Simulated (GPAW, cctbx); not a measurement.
# (AgCl)3(CaS)3: deformation density and structure factors from DFT

Question: by how much does bonding change the X-ray structure factors of (AgCl)3(CaS)3, and what does a routine refinement make of it?

The cell is a (AgCl)3(CaS)3 superlattice along [001] of the rock-salt type, started at the mean lattice constant and relaxed freely, with no substrate. All numbers below are calculated.

## 1. Find the equilibrium geometry

The density hangs on the geometry, so cell and atoms are relaxed first, with the symmetry held. The cutoff is set higher than for the density because stress converges slowly with plane waves.

Settings: GPAW 26.7.0, PBE, 570 eV, 6×6×2 k-points (along the axes of the calculation cell), Fermi–Dirac width 0.05 eV, BFGS to 0.03 eV/Å.

```text
cell
1.0
     4.009295449    0.000000000    0.000000000
     0.000000000    4.009295449    0.000000000
     0.000000000    0.000000000   17.010000000
Ag Cl Ca S
3 3 3 3
Direct
0.000000000 0.000000000 0.833333333
0.500000000 0.500000000 0.000000000
0.000000000 0.000000000 0.166666667
0.500000000 0.500000000 0.833333333
0.000000000 0.000000000 0.000000000
0.500000000 0.500000000 0.166666667
0.500000000 0.500000000 0.333333333
0.000000000 0.000000000 0.500000000
0.500000000 0.500000000 0.666666667
0.000000000 0.000000000 0.333333333
0.500000000 0.500000000 0.500000000
0.000000000 0.000000000 0.666666667
```

```console
$ OMP_NUM_THREADS=1 mpirun -n 4 gpaw python run.py > gpaw.log
```

```text
BFGS:    0      -47.957744        0.434616
BFGS:    1      -47.968382        0.419269
BFGS:    2      -48.066348        0.386546
BFGS:    3      -48.074647        0.313130
...
BFGS:   20      -48.124791        0.045698
BFGS:   21      -48.125942        0.036619
BFGS:   22      -48.126343        0.025167
cell  4.0534 4.0534 16.6354  90.00 90.00 90.00
volume 273.324 A^3, largest force 0.026 eV/A, largest stress 0.07 GPa
```

After 22 steps the volume has changed by 0.0 % and the energy by -0.169 eV; the largest stress left is 0.07 GPa. It took 26 min on 4 cores of Arm Neoverse V1 (shared host), peak memory 2.3 GiB.

Relaxed structure: P4/mmm (no. 123), a = 4.0534 Å, b = 4.0534 Å, c = 16.6354 Å, α = 90.00°, β = 90.00°, γ = 90.00°.

```csv
atom,mult.,x,y,z
Ag1,2,0,0,0.8246
Ag2,1,1/2,1/2,0
Ca1,2,1/2,1/2,0.3274
Ca2,1,0,0,1/2
Cl1,2,1/2,1/2,0.8403
Cl2,1,0,0,0
S1,2,0,0,0.3294
S2,1,1/2,1/2,1/2
```

## 2. Density and charge transfer

X-rays see the whole electron density, so the PAW density is rebuilt with its core regions. Subtracting spherical free atoms from the same code cancels the cores and leaves the deformation density Δρ, the part due to bonding.

Settings: PBE, 450 eV, 6×6×2 k-points (along the axes of the calculation cell), Fermi–Dirac width 0.05 eV; primitive cell of 12 atoms.

```console
$ OMP_NUM_THREADS=1 mpirun -n 4 gpaw python run.py > gpaw.log
```

```text
|iter:   1|       0s |  -50.633784 | +0.01 |       |
|iter:   2|       5s |  -50.037340 | -0.97 | -1.30 |
|iter:   3|       9s |  -48.287579 | -0.98 | -1.35 |
...
|iter:   9|      32s |  -48.009173c| -5.85 | -3.66 |
|iter:  10|      37s |  -48.009176c| -6.72 | -4.13c|
|iter:  11|      41s |  -48.009176c| -7.58c| -4.55c|
```

```text
grid (40, 40, 168)  electrons 300.000  moved by bonding 2.301 e
deformation density beyond 0.5 A of the nuclei: max 0.109, min -0.064 e/A^3
atom        x       y       z   Voronoi charge  moment
Ag1    0.0000  0.0000  0.8246      0.268       0.00
Ag2    0.5000  0.5000  0.0000      0.217       0.00
Ag3    0.0000  0.0000  0.1754      0.268       0.00
Ca4    0.5000  0.5000  0.3274      0.243       0.00
Ca5    0.0000  0.0000  0.5000      0.276       0.00
Ca6    0.5000  0.5000  0.6726      0.243       0.00
Cl7    0.5000  0.5000  0.8403     -0.180       0.00
Cl8    0.0000  0.0000  0.0000     -0.250       0.00
Cl9    0.5000  0.5000  0.1597     -0.180       0.00
S 10   0.0000  0.0000  0.3294     -0.312       0.00
S 11   0.5000  0.5000  0.5000     -0.282       0.00
S 12   0.0000  0.0000  0.6706     -0.312       0.00
mean inner potential of superposed free atoms 14.676 V
total magnetic moment 0.000 muB
```

Deformation density in a plane through the shortest contact of the Ag atom at the origin, in 0.01 e/Å³ (clipped at ±99); x from -1.6 to 4.2 Å, y from 2.4 down to -2.4 Å:

```text
  1   2   2   0   0   4   4   1  -1   2   4   4   3  -1   0   3
  0   1   2   3   4   3   1  -1  -2  -2   1   3  -1  -2  -2   1
  0   0   1   2   2   1   0  -1  -2  -1   1   2   0  -1  -2  -1
  0  -1  -1  -1   0  -1  -1  -1   0   2   4   5   4   1  -1  -2
  1  -1  -2  -4  -1  -3  -2   0   2   3   5   6   5   3   1  -2
  2  -1  -5   0   .   0  -6   0   4   2  -3   .   0   4   3   0
  2  -1  -5   .   .   .  -3   0   5   0   .   .   .   4   4   1
  2  -1  -5   0   .   0  -6   0   4   2  -3   .   0   4   3   0
  1  -1  -2  -4  -1  -3  -2   0   2   3   5   6   5   3   1  -2
  0  -1  -1  -1   0  -1  -1  -1   0   2   4   5   4   1  -1  -2
  0   0   1   2   2   1   0  -1  -2  -1   1   2   0  -1  -2  -1
  0   1   2   3   4   3   1  -1  -2  -2   1   3  -1  -2  -2   1
  1   2   2   0   0   4   4   1  -1   2   4   4   3  -1   0   3
```

Atoms in or within 0.15 Å of the plane: Ag (0.0, 0.0), S (2.6, 0.0) Å. Dots mark points within about 0.45 Å of a nucleus; large values next to them are atomic features.

S gains most (-0.30 e) and Ca loses most (+0.25 e), in averages over each element's sites, which isn't the order of electronegativity: valence and coordination count too, and Voronoi cells cut space at the midplane whatever the atoms' sizes. Such charges fall far short of formal ones, since overlapping free atoms already put density on their neighbours. Along the shortest contact from the Ag atom at the map's origin, Ag–S at 2.56 Å, Δρ is +0.04 e/Å³ at the midpoint; the highest value on the line, +0.16, lies at the edge of the range, 0.5 Å from Ag, and is an atomic rather than a bond feature: little piles up between the atoms. At the midpoints of other shortest contacts it is +0.02 (Ag–Cl, 2.66 Å), +0.02 (Ca–Cl, 2.79 Å) and +0.03 (Ca–S, 2.84 Å) e/Å³. Point values carry grid noise of about 0.01 e/Å³. The run needed 11 iterations, 54 s.

## 3. From the density to structure factors

The Fourier components of Δρ, added to those of the free atoms, give the static X-ray structure factors; the Mott–Bethe relation turns them into the Fourier components V of the potential that fast electrons feel.

```text
static structure factors of the conventional cell: F in electrons, V (Mott-Bethe) in volts
   h  k  l      d  |F| table  |F| free   |F| DFT   change   |V| free  |V| DFT  change %
   0  0  1 16.6354    54.808    54.777    54.660   -0.116     0.214    0.325     51.6
   0  0  2  8.3177     9.546     9.555     9.521   -0.033     0.379    0.418     10.2
   0  0  3  5.5451    26.669    26.605    26.288   -0.317     0.088    0.252    184.7
   0  0  4  4.1589    19.888    19.892    19.996    0.104     0.666    0.636     -4.5
   1  0  0  4.0534    25.103    25.043    25.013   -0.030     0.264    0.272      3.2
   1  0  1  3.9382     5.661     5.661     5.657   -0.003     0.194    0.195      0.5
   1  0  2  3.6438    58.473    58.344    58.332   -0.012     0.839    0.842      0.3
   0  0  5  3.3271    57.860    57.680    57.185   -0.494     0.457    0.548     20.1
   1  0  3  3.2723    90.911    90.749    89.758   -0.990     1.816    1.994      9.8
   1  0  4  2.9028    29.844    29.734    29.660   -0.074     0.150    0.161      6.9
   1  1  0  2.8662   237.999   237.903   238.849    0.946     8.555    8.424     -1.5
   1  1  1  2.8246    49.718    49.571    49.200   -0.371     0.690    0.740      7.2
   0  0  6  2.7726   229.267   229.171   230.178    1.008     8.157    8.027     -1.6
   1  1  2  2.7098     8.087     8.074     8.076    0.002     0.223    0.222     -0.1
```

The largest X-ray change is +1.01 e on 006, 0.4 % of |F|. For electrons V goes as (Z − F)/g², so a change of F counts against Z − F, which is small at low angle and wherever the atoms' terms cancel: |V| of 001 moves by +51.6 % (0.21 to 0.33 V) against -0.2 % in |F|. The last three rows still change by up to 1.01 e; the table stops while the angles are still low. The tabulated Hartree–Fock atoms differ from the free DFT atoms by up to 0.18 e, so the choice of reference atom matters too.

## 4. Refining ordinary atoms against data with bonding

Routine crystallography fits spherical atoms. To see the bias, intensities are simulated from tabulated atoms plus the DFT change ΔF, so that bonding alone can misfit (17902 reflections of the full sphere, merged to the counts below, to 0.4 Å, 0.5 % proportional noise plus counting noise, assumed isotropic U as listed, Δρ smeared by the mean U) and refined with cctbx over different ranges.

| range | data | R1 | GooF | U Ag1 (true 0.0046) | U Ag2 (true 0.0046) | U Ca1 (true 0.0062) | U Ca2 (true 0.0062) | largest shift (Å) | Δρ max, min (e/Å³) |
| --- | --- | --- | --- | --- | --- | --- | --- | --- | --- |
| all data | 1442 | 0.0061 | 0.95 | 0.0046 | 0.0046 | 0.0062 | 0.0062 | 0.0002 | 0.33, -0.47 |
| low resolution, d > 0.84 | 198 | 0.0042 | 1.12 | 0.0046 | 0.0046 | 0.0061 | 0.0063 | 0.0005 | 0.13, -0.14 |
| high order, d < 0.75 | 1176 | 0.0069 | 0.93 | 0.0046 | 0.0046 | 0.0062 | 0.0062 | 0.0002 | 0.40, -0.41 |
| occupancies free, d > 0.7 | 316 | 0.0043 | 1.05 | 0.0046 | 0.0046 | 0.0062 | 0.0061 | 0.0002 | 0.15, -0.14 |

With all data GooF is 0.95, so at this noise the bonding hardly shows; the top residual peak lies 1.02 Å from Ca and 1.77 Å from Cl. No U is off by more than 3 s.u. at low resolution. With Ag1 held at 1 and the scale free, the other occupancies refine to Ag2 1.000(0.001), Ca1 1.001(0.002), Ca2 0.998(0.002) and Cl1 0.998(0.002), within three s.u. of full.

## 5. Answer

Bonding moves 2.30 e in the primitive cell of (AgCl)3(CaS)3 and changes the structure factors of the conventional cell in the table above by at most 1.01 e (006, 0.4 %), and among reflections above 2 % of the strongest by up to 1.2 % (003). The shortest bond, Ag–S, has Δρ = +0.04 e/Å³ at its midpoint. With all data GooF is 0.95, so at this noise the bonding hardly shows. Limits: static density, frozen cores, no spin–orbit coupling.

[Outputs are excerpts: Python notices, other lines and further rows are left out; steps that failed or that the build refused (PBEsol, TPSS) are not shown.]

[Logs are printed without paths, hosts, clocks, repeated set-up lines and the standing remarks that a program may print on its own settings, such as how far it seeks lower states.]
